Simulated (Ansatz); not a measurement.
# BeInCl3 (model cell, started as cubic perovskite with Be in the octahedra): a soft mode frozen in

Which phase does BeInCl3 (model cell, started as cubic perovskite with Be in the octahedra) fall into along its unstable mode, and how much energy does it gain?

Method: DFT PBEsol, scalar-relativistic, plane waves, PAW; PAW set soft_1, in Ansatz 0.2.0.

This is a report of a sequence of runs, with most program output left out.

The structure was built from a prototype and need not be the compound's stable phase.

### Step 1. Starting point

The structure is cubic, space group Pm-3m (No. 221). The conventional cell has a = 4.586 Å, b = 4.586 Å, c = 4.586 Å, α = 90.00°, β = 90.00°, γ = 90.00°. In has 12 Cl at 3.24 Å nearest. Be has 6 Cl at 2.29 Å nearest. Cl has 2 Be at 2.29 Å nearest. Farther neighbours and most contacts between anions are not listed.

As a file:

```cif
data_structure
_symmetry_space_group_name_H-M 'Pm-3m'
_symmetry_Int_Tables_number 221
_cell_length_a 4.5856
_cell_length_b 4.5856
_cell_length_c 4.5856
_cell_angle_alpha 90.000
_cell_angle_beta 90.000
_cell_angle_gamma 90.000
_cell_volume 96.42
loop_
_atom_site_label
_atom_site_type_symbol
_atom_site_symmetry_multiplicity
_atom_site_Wyckoff_symbol
_atom_site_fract_x
_atom_site_fract_y
_atom_site_fract_z
_atom_site_occupancy
In1 In 1 a 0.00000 0.00000 0.00000 1
Be1 Be 1 b 0.50000 0.50000 0.50000 1
Cl1 Cl 3 c 0.50000 0.50000 0.00000 1
```

### Step 2. Phonons on a q mesh

The cell comes from relaxations at this level that are not shown. Stability and thermal properties need the whole zone. Linear response on a 4×4×4 q mesh gives force constants as far as a supercell of that size would, and the tensors from the zone-centre run are typed in so that the long-range dipole term is interpolated apart.

Contents of input.yaml:

```yaml
crystal:
  lattice:
    - [4.5855703072, 0.0, 0.0]
    - [0.0, 4.5855703072, 0.0]
    - [0.0, 0.0, 4.5855703072]
  atoms:
    - { symbol: In, position: [0.0, 0.0, 0.0] }
    - { symbol: Be, position: [0.5, 0.5, 0.5] }
    - { symbol: Cl, position: [0.5, 0.5, 0.0] }
    - { symbol: Cl, position: [0.5, 0.0, 0.5] }
    - { symbol: Cl, position: [0.0, 0.5, 0.5] }
kpoints:
  mp_grid: { grid: [8, 8, 8] }
hamiltonian:
  xc: pbesol
  pseudopotentials: { kind: paw, azcp: { folder: soft_1 }, xc_functional: pbe }
scf:
  occupations: { method: fixed }
output:
  eigenvalues: true
phonons:
  method: dfpt
  qmesh: [4, 4, 4]
  temperatures: { t_max: 1000, t_step: 50 }
  qpath:
    path:
      - [[0.0, 0.0, 0.0], [0.0, 0.5, 0.0], [0.5, 0.5, 0.0], [0.0, 0.0, 0.0], [0.5, 0.5, 0.5], [0.0, 0.5, 0.0]]
      - [[0.5, 0.5, 0.5], [0.5, 0.5, 0.0]]
    npoints: 10
  non_analytic_term:
    high_frequency_dielectric_tensor: [[5.729, 0.0, 0.0], [0.0, 5.729, 0.0], [0.0, 0.0, 5.729]]
    born_effective_charges:
      - { species: In, tensor: [[2.4062, 0.0, 0.0], [0.0, 2.4062, 0.0], [0.0, 0.0, 2.4062]] }
      - { species: Be, tensor: [[2.8182, 0.0, 0.0], [0.0, 2.8182, 0.0], [0.0, 0.0, 2.8182]] }
      - { species: Cl, tensor: [[-1.3845, 0.0, 0.0], [0.0, -1.3845, 0.0], [0.0, 0.0, -2.4555]] }
      - { species: Cl, tensor: [[-1.3845, 0.0, 0.0], [0.0, -2.4555, 0.0], [0.0, 0.0, -1.3845]] }
      - { species: Cl, tensor: [[-2.4555, 0.0, 0.0], [0.0, -1.3845, 0.0], [0.0, 0.0, -1.3845]] }
    source: "zone-centre run at this cell"
```

Run with:

```
> ansatz run input.yaml --threads 4 --pin off --max-ram 16384MiB --backend cpu --events-out ev --progress --plain --runs-dir out
```

Run time: 11 min. Hardware: 4 threads of Arm Neoverse V1, shared host; peak memory 2.6 GiB; 45 min of CPU time.

Numbers from this step:

| Property | Result |
| --- | --- |
| gap on the k-mesh | 1.689 eV |
| volume per atom | 19.28 Å³ |
| sum-rule residual before enforcement | 9.11e-5 eV/Å² |
| lowest frequency on the path | -289.1 cm⁻¹ |
| point group | m-3m |
| highest frequency on the path or at a solved wavevector | 360.8 cm⁻¹ |
| highest optical mode at the zone centre (no LO-TO term) | 221.2 cm⁻¹ |
| lowest optical zone-centre mode | -289.1 cm⁻¹ |
| lowest mode on the q mesh (acoustic modes at Γ apart) | -289.1 cm⁻¹ |

Frequencies (cm⁻¹) solved at each irreducible wavevector; negative means imaginary. Frequencies by wavevector, by row:

| q in reciprocal lattice units | star | mode 1 | mode 2 | mode 3 | mode 4 | mode 13 | mode 14 | mode 15 |
| --- | --- | --- | --- | --- | --- | --- | --- | --- |
| 0 0 0 | 1 | -289.1 | -289.1 | -289.1 | 0 | 221.2 | 221.2 | 221.2 |
| 0 0 0.25 | 6 | -286 | -286 | 39.8 | 39.8 | 220.9 | 220.9 | 260.4 |
| 0 0 -0.5 | 3 | -283 | -283 | 44.9 | 44.9 | 221.1 | 221.1 | 315.2 |
| 0 0.25 0.25 | 12 | -283 | -179.7 | 35.5 | 37.6 | 219.9 | 244.7 | 267.9 |
| 0 0.25 -0.5 | 12 | -279.9 | -154.9 | 43.7 | 45.8 | 222.6 | 258.1 | 316.3 |
| 0 -0.5 -0.5 | 3 | -276.9 | -99 | 45.3 | 45.3 | 272.4 | 319 | 319 |
| 0.25 0.25 0.25 | 8 | -176.6 | -176.6 | 31.8 | 44.7 | 220.4 | 258.3 | 289.6 |
| 0.25 0.25 -0.5 | 12 | -173.6 | -139 | 45.3 | 47.5 | 244 | 285.3 | 328.2 |
| 0.25 -0.5 -0.5 | 6 | -155.9 | -104.1 | 48.1 | 48.1 | 296.6 | 339.8 | 339.8 |
| -0.5 -0.5 -0.5 | 1 | -109.2 | -109.2 | 49.7 | 49.7 | 360.8 | 360.8 | 360.8 |

Interpolated from a 4×4×4 q mesh, with the LO-TO term (at Γ the limit along the path; where Γ stands inside the path, tables give the limit on arrival). Phonon branches along the path, in cm⁻¹:

| point | branch 1 | branch 2 | branch 3 | branch 4 | branch 12 | branch 13 | branch 14 | branch 15 |
| --- | --- | --- | --- | --- | --- | --- | --- | --- |
| Γ | -289 | -289 | -116 | 0 | 196 | 221 | 221 | 228 |
| halfway | -286 | -286 | 40 | 40 | 216 | 221 | 221 | 260 |
| X | -283 | -283 | 45 | 45 | 218 | 221 | 221 | 315 |
| halfway | -280 | -155 | 44 | 46 | 219 | 222 | 258 | 316 |
| M | -277 | -99 | 45 | 45 | 217 | 272 | 319 | 319 |
| halfway | -283 | -180 | 35 | 38 | 212 | 220 | 245 | 268 |
| Γ | -289 | -289 | -116 | 0 | 196 | 221 | 221 | 228 |
| halfway | -177 | -177 | 32 | 45 | 220 | 220 | 258 | 290 |
| R | -109 | -109 | 50 | 50 | 309 | 361 | 361 | 361 |
| halfway | -174 | -139 | 45 | 48 | 231 | 244 | 285 | 328 |
| X | -283 | -283 | 45 | 45 | 218 | 221 | 221 | 315 |
| jump to R | -109 | -109 | 50 | 50 | 309 | 361 | 361 | 361 |
| halfway | -156 | -104 | 48 | 48 | 249 | 297 | 340 | 340 |
| M | -277 | -99 | 45 | 45 | 217 | 272 | 319 | 319 |

Symmetry leaves 10 wavevectors to solve. The lowest mode among them, the acoustic zeros apart, lies at Γ and is imaginary, 289.1i cm⁻¹, so the energy falls along it.

### Step 3. The mode frozen in, largest atomic shift 0 Å

The mode followed lies at Γ with frequency 289.1i cm⁻¹ and is 3-fold degenerate, the softest among the wavevectors solved. At small amplitude the distorted cell has space group no. 99 by a symmetry search on the positions. The undistorted cell that holds it gives the zero of energy on the same k mesh.

input.yaml, the sections that differ from step 2:

```yaml
scf:
  occupations: { method: gaussian, width: 0.02 }
output:
  forces: true
  stress: true
  eigenvalues: true
# crystal, kpoints, hamiltonian: as in step 2
# phonons: removed
```

It took 1.3 s on 4 threads; peak memory 0.39 GiB.

This step gave:

| Item | Value |
| --- | --- |
| pressure | 0.005570 GPa |
| energy from the undistorted cell | 0 meV/atom |

At this level the gap is 1.69 eV on the k-mesh of the self-consistent run, which can miss the band edges.

### Step 4. The mode frozen in, largest atomic shift 0.22 Å

The atoms are moved along the unstable eigenvector, the largest shift by 0.22 Å, with the cell fixed.

input.yaml, the sections that differ from step 3:

```yaml
crystal:
  lattice:
    - [4.5855703072, 0.0, 0.0]
    - [0.0, 4.5855703072, 0.0]
    - [0.0, 0.0, 4.5855703072]
  atoms:
    - { symbol: In, position: [0.0, -0.0002862462, 0.0] }
    - { symbol: Be, position: [0.5, 0.4520234158, 0.5] }
    - { symbol: Cl, position: [0.5, 0.5023141126, 0.0] }
    - { symbol: Cl, position: [0.5, 0.0084956105, 0.5] }
    - { symbol: Cl, position: [0.0, 0.5023141126, 0.5] }
# kpoints, hamiltonian, scf, output: as in step 3
```

Run time: 4.2 s. Hardware: 4 threads; peak memory 0.42 GiB; 16 s of CPU time.

Numbers from this step:

- pressure: 0.8055 GPa
- gap on the k-mesh: 1.707 eV
- energy from the undistorted cell: -9.967 meV/atom

The energy, extrapolated to zero smearing, is -9.97 meV/atom against the undistorted cell.

The run ends at a pressure of 0.81 GPa, with forces up to 0.19 eV/Å.

### Step 5. Energy along the mode, all amplitudes (two of the runs are shown above)

An imaginary frequency means negative curvature, so the energy should fall and then rise again as anharmonic terms take over.

Numbers from this step:

```
depth at the lowest point sampled  : 9.967 meV/atom
largest atomic shift at that point : 0.22 Å
```

Table of energy from the parent by largest atomic shift:

| largest atomic shift (Å) | energy from the parent (meV/atom) |
| --- | --- |
| 0.000 | 0 |
| 0.040 | -0.5 |
| 0.080 | -1.93 |
| 0.140 | -5.33 |
| 0.220 | -9.97 |
| 0.320 | -8.23 |
| 0.450 | 33.1 |

Displacement at unit largest shift by atom:

| atom | x (Å) | y (Å) | z (Å) | size |
| --- | --- | --- | --- | --- |
| In1 | 0.00 | -0.01 | 0.00 | 0.01 |
| Be2 | 0.00 | -1.00 | 0.00 | 1.00 |
| Cl3 | 0.00 | 0.05 | 0.00 | 0.05 |
| Cl4 | 0.00 | 0.18 | 0.00 | 0.18 |
| Cl5 | 0.00 | 0.05 | 0.00 | 0.05 |

The lowest of the steps tried is at 0.22 Å, 9.97 meV/atom below the parent; the bottom of the well need not coincide with a step.

### Step 6. Relaxation from the frozen mode

Starting from the lowest point found, all atoms and the cell are let go, so that strain and other modes of the same symmetry can join in.

input.yaml: that of step 4 with these lines changed.

```diff
@@ -17,3 +17,3 @@
 scf:
-  occupations: { method: gaussian, width: 0.02 }
+  occupations: { method: fixed }
 output:
@@ -22 +22,6 @@
   eigenvalues: true
+relax:
+  adjacent_minimum: "off"
+  f_tol: 0.002
+  max_steps: 120
+  cell: { stress_tol: 0.03 }
```

The job ended after 71 s (4 threads; peak memory 0.5 GiB; 4.7 min of CPU time).

Step by step:

| step | energy less that of the first step (eV) | largest force component (eV/Å) | pressure (GPa) | volume (Å³) |
| --- | --- | --- | --- | --- |
| 1 | 0.0000 | 0.1917 | 0.81 | 96.42 |
| 2 | -0.0388 | 0.3301 | 0.10 | 98.06 |
| 3 | -0.1068 | 0.9103 | 1.42 | 99.88 |
| 4 | -0.1756 | 0.3181 | 0.76 | 100.28 |
| 5 | -0.1977 | 0.2512 | -0.49 | 105.88 |
| 6 | -0.2132 | 0.0725 | -0.12 | 105.34 |
| 7 | -0.2117 | 0.1480 | 0.31 | 104.85 |
| 8 | -0.2165 | 0.0575 | 0.02 | 105.75 |
| 9 | -0.2170 | 0.0056 | 0.02 | 105.92 |
| 10 | -0.2170 | 0.0040 | -0.01 | 105.96 |
| 11 | -0.2170 | 0.0015 | 0.01 | 105.96 |
| 12* | -0.2201 | 0.0017 | 0.05 | 105.96 |
| 13 | -0.2203 | 0.0056 | 0.03 | 106.24 |
| 14 | -0.2203 | 0.0006 | 0.00 | 106.51 |
| 15* | -0.2204 | 0.0005 | 0.00 | 106.51 |

Relaxation steps marked * repeat the geometry before them on a plane-wave basis chosen anew for their cell, so energy and pressure can jump there. Relaxation step 7 was tried and not accepted.

The run keeps the 8 symmetry operations that it works with, so distortions that break them were not tested.

| cell as run | before | after | change |
| --- | --- | --- | --- |
| a (Å) | 4.586 | 4.428 | -3.4 % |
| b (Å) | 4.586 | 5.432 | +18.5 % |
| c (Å) | 4.586 | 4.428 | -3.4 % |
| volume (Å³/atom) | 19.28 | 21.30 | +10.5 % |

The atoms that moved most (Å, as changes of fractional coordinates times the final cell):

| atom | dx | dy | dz | length |
| --- | --- | --- | --- | --- |
| In1 | 0.000 | -0.348 | 0.000 | 0.348 |
| Cl4 | 0.000 | 0.259 | 0.000 | 0.259 |
| Be2 | 0.000 | -0.195 | 0.000 | 0.195 |
| Cl3 | 0.000 | 0.142 | 0.000 | 0.142 |
| Cl5 | 0.000 | 0.142 | 0.000 | 0.142 |

Final coordinates:

```xyz
5
Lattice="4.4280 0.0000 0.0000 0.0000 5.4321 0.0000 0.0000 0.0000 4.4280" Properties=species:S:1:pos:R:3 pbc="T T T"
In    0.0000   -0.3492    0.0000
Be    2.2140    2.2607    2.2140
Cl    2.2140    2.8705    0.0000
Cl    2.2140    0.3048    2.2140
Cl    0.0000    2.8705    2.2140
```

This step gave:

- pressure: 0.001740 GPa
- gap on the k-mesh: 1.730 eV
- volume per atom: 21.30 Å³

The distorted start has space group P4mm; the relaxation ends in P4mm.

### Step 7. The new phase in its own primitive cell

The relaxed structure is symmetrised, reduced to its primitive cell and relaxed tightly, as its phonons need.

input.yaml, the sections that differ from step 6:

```yaml
crystal:
  lattice:
    - [4.4280332416, 0.0, 0.0]
    - [0.0, 4.4280332416, 0.0]
    - [0.0, 0.0, 5.4321454485]
  atoms:
    - { symbol: In, position: [0.0, 0.0, 0.064285235] }
    - { symbol: Be, position: [0.5, 0.5, 0.5838240141] }
    - { symbol: Cl, position: [0.5, 0.0, 0.4715724187] }
    - { symbol: Cl, position: [0.5, 0.5, 0.9438849082] }
    - { symbol: Cl, position: [0.0, 0.5, 0.4715724187] }
kpoints:
  mp_grid: { grid: [6, 6, 4] }
relax:
  adjacent_minimum: "off"
  f_tol: 0.001
  max_steps: 60
  cell: { stress_tol: 0.01 }
# hamiltonian, scf, output: as in step 6
```

It took 4.9 s on 4 threads; peak memory 0.39 GiB.

Little changed from the start: no atom moved by 0.005 Å and no cell edge by 0.1 %.

A gap read on the k-mesh alone can miss the band edges.

Numbers from this step:

| Property | Result |
| --- | --- |
| pressure | 0.004323 GPa |
| direct gap on mesh | 2.638 eV |

The largest force component left is 0.65 meV/Å and the pressure is 0.004 GPa, within the tolerances set. The cell now holds 21.30 Å³/atom.

### Step 8. Modes of the new phase, k-mesh 6×6×4

A relaxed structure may still be a saddle point, so its zone-centre modes are computed. The response to a homogeneous field gives the Born charges and the dielectric tensor.

input.yaml: that of step 7 with these lines changed.

```diff
@@ -19,9 +19,6 @@
 output:
-  forces: true
-  stress: true
   eigenvalues: true
-relax:
-  adjacent_minimum: "off"
-  f_tol: 0.001
-  max_steps: 60
-  cell: { stress_tol: 0.01 }
+phonons:
+  method: dfpt
+  dielectric: true
+  rigid_motions: translations
```

The job ended after 66 s (4 threads; peak memory 1.1 GiB).

Numbers from this step:

```yaml
sum_rule_residual_before_enforcement: 3.52e-4 eV/Å²
miss_of_the_charge_sum_rule: 0.003762 e
estimated_error_of_the_dielectric_tensor: 0.01476
estimated_error_of_the_born_charges: 0.02003 e
point_group: 4mm
highest_optical_mode_at_the_zone_centre_no_lo_to_term: 594.7 cm⁻¹
lowest_optical_zone_centre_mode: -283.0 cm⁻¹
mean_high_frequency_dielectric_constant: 4.797
largest_born_charge_third_of_the_trace: 2.462 e
top_of_the_zone_centre_spectrum_with_the_field: 645.4 cm⁻¹
```

Without the LO-TO term. Patterns of degenerate modes are one choice out of their space. The modes at Γ (shares of kinetic energy by element, %) (negative means imaginary):

| mode | frequency (cm⁻¹) | symmetry | In % | Be % | Cl % |
| --- | --- | --- | --- | --- | --- |
| 1 | -283.0 | E | 0 | 87 | 13 |
| 2 | -283.0 | E | 0 | 87 | 13 |
| 3 | 0.0 | acoustic | 50 | 4 | 46 |
| 4 | 0.0 | acoustic | 50 | 4 | 46 |
| 5 | 0.0 | acoustic | 50 | 4 | 46 |
| 6 | 64.5 | E | 49 | 5 | 47 |
| 7 | 64.5 | E | 49 | 5 | 47 |
| 8 | 75.6 | A1 | 50 | 3 | 47 |
| 9 | 109.3 | B1 | 0 | 0 | 100 |
| 10 | 141.7 | E | 2 | 1 | 98 |
| 11 | 141.7 | E | 2 | 1 | 98 |
| 12 | 219.2 | A1 | 0 | 8 | 92 |
| 13 | 220.7 | E | 0 | 4 | 96 |
| 14 | 220.7 | E | 0 | 4 | 96 |
| 15 | 594.7 | A1 | 0 | 85 | 15 |

Displacements in mode 2 (-283.0 cm⁻¹), the largest set to 1:
```
In1  0.00  0.00  0.00
Be2  0.00  1.00  0.00
Cl3  0.00 -0.19  0.00
Cl4  0.00 -0.01  0.00
Cl5  0.00 -0.06  0.00
```

Displacements in mode 7 (64.5 cm⁻¹), the largest set to 1:
```
In1  0.00  0.84  0.00
Be2  0.00 -0.94  0.00
Cl3  0.00 -0.96  0.00
Cl4  0.00 -0.52  0.00
Cl5  0.00 -1.00  0.00
```

Optical modes at the zone centre, without and with the macroscopic field of the longitudinal modes; each column is sorted by frequency, so a row need not hold one and the same mode. Modes with and without the field, by row:

| rank among optical modes | no field (cm⁻¹) | q along (1, 0, 0) (cm⁻¹) | q along (0, 0, 1) (cm⁻¹) |
| --- | --- | --- | --- |
| 1 | -283 | -283 | -283 |
| 2 | -283 | -133.4 | -283 |
| 3 | 64.5 | 64.5 | 64.5 |
| 4 | 64.5 | 75.6 | 64.5 |
| 5 | 75.6 | 109.3 | 109.3 |
| 6 | 109.3 | 120.8 | 110 |
| 7 | 141.7 | 141.7 | 141.7 |
| 8 | 141.7 | 206.7 | 141.7 |
| 9 | 219.2 | 219.2 | 220.7 |
| 10 | 220.7 | 220.7 | 220.7 |
| 11 | 220.7 | 227.9 | 226.4 |
| 12 | 594.7 | 594.7 | 645.4 |

Born charge (rows field, columns displacement) (e), principal values of the symmetric part by kind of site:

| atom | atoms with these values | low | middle | high | mean |
| --- | --- | --- | --- | --- | --- |
| In1 | 1 | 1.94 | 2.29 | 2.29 | 2.17 |
| Be2 | 1 | 2.13 | 2.63 | 2.63 | 2.46 |
| Cl3 | 2 | -2.34 | -1.21 | -1.09 | -1.55 |
| Cl4 | 1 | -1.65 | -1.49 | -1.49 | -1.54 |

In full for Cl3:

```
-1.09  0.00  0.00
 0.00 -2.34  0.00
 0.00  0.00 -1.21
```

High-frequency dielectric tensor:

```
4.98 0.00 0.00
0.00 4.98 0.00
0.00 0.00 4.44
```

Transverse modes; imaginary modes are left out. Infrared lines, with heights relative to the strongest:

| position (cm⁻¹) | relative intensity |
| --- | --- |
| 64 | 26 |
| 76 | 13 |
| 109 | 0.0 |
| 142 | 12 |
| 219 | 5.4 |
| 221 | 1.0 |
| 595 | 100 |

Before it was imposed, the acoustic sum rule was missed by 3.5e-4 eV/Å² and the charge sum rule by 0.0038 e. Small misses are needed for a sound result but don't prove that mesh and cutoff are converged. The lowest optical mode is imaginary, 283.0i cm⁻¹, so the energy falls along it.

The log warns of the k mesh: “the force constants stand on the 6×6×4 k-mesh, whose period is 12.44 times the interband length at k = (0.0000, 0.0000, -0.5000), direct gap 2.858 eV, under 14: take them and everything formed from them as unconverged”.

### Step 9. What came out

```
unstable mode of the parent                                                      : q = (0, 0, 0), 289i cm⁻¹
depth at the lowest point sampled                                                : 9.97 meV/atom
largest atomic shift at that point                                               : 0.22 Å
space group reached (within 0.01 Å)                                              : P4mm
energy gained over the parent (first relaxation, on the mesh of the frozen mode) : 54.0 meV/atom
volume per atom, phase reached                                                   : 21.3 Å³
gap on the k-mesh, phase reached                                                 : 1.73 eV
lowest optical zone-centre mode, phase reached                                   : -283 cm⁻¹
highest optical mode at the zone centre (no LO-TO term), phase reached           : 595 cm⁻¹
```

**Reading.** Along this mode the structure falls into P4mm, 54.0 meV/atom below the parent. At the parent's cell the well is 9.967 meV/atom deep on the steps tried, with its lowest point at a shift of 0.22 Å. Relaxing atoms and cell changes the gain by +44.07 meV/atom against the lowest step (energies at zero smearing). Most of the total comes from this relaxation. The new phase still has an imaginary mode at the zone centre of its cell, so it is a saddle point on the way to a lower structure. Of the 4 patterns followed to their end from this parent, this one ends 160 meV/atom above the lowest, Amm2. Each path keeps the symmetry of its pattern, so a lower phase may lie along a pattern not tried. With the field response the log warns that the k mesh is coarse for the force constants too, so the frequencies may not be converged. The PAW files were made for PBE and serve the other functionals too. The starting cell was built on a prototype and not taken from a measurement, so the phase need not exist.

[Logs are printed without paths, hosts, clocks, repeated set-up lines and the standing remarks that a program may print on its own settings, such as how far it seeks lower states.]

[Hosts, paths, dates, database ids (printed as entryN), source tags and the programs' standing remarks are cut or masked in the printed files.]
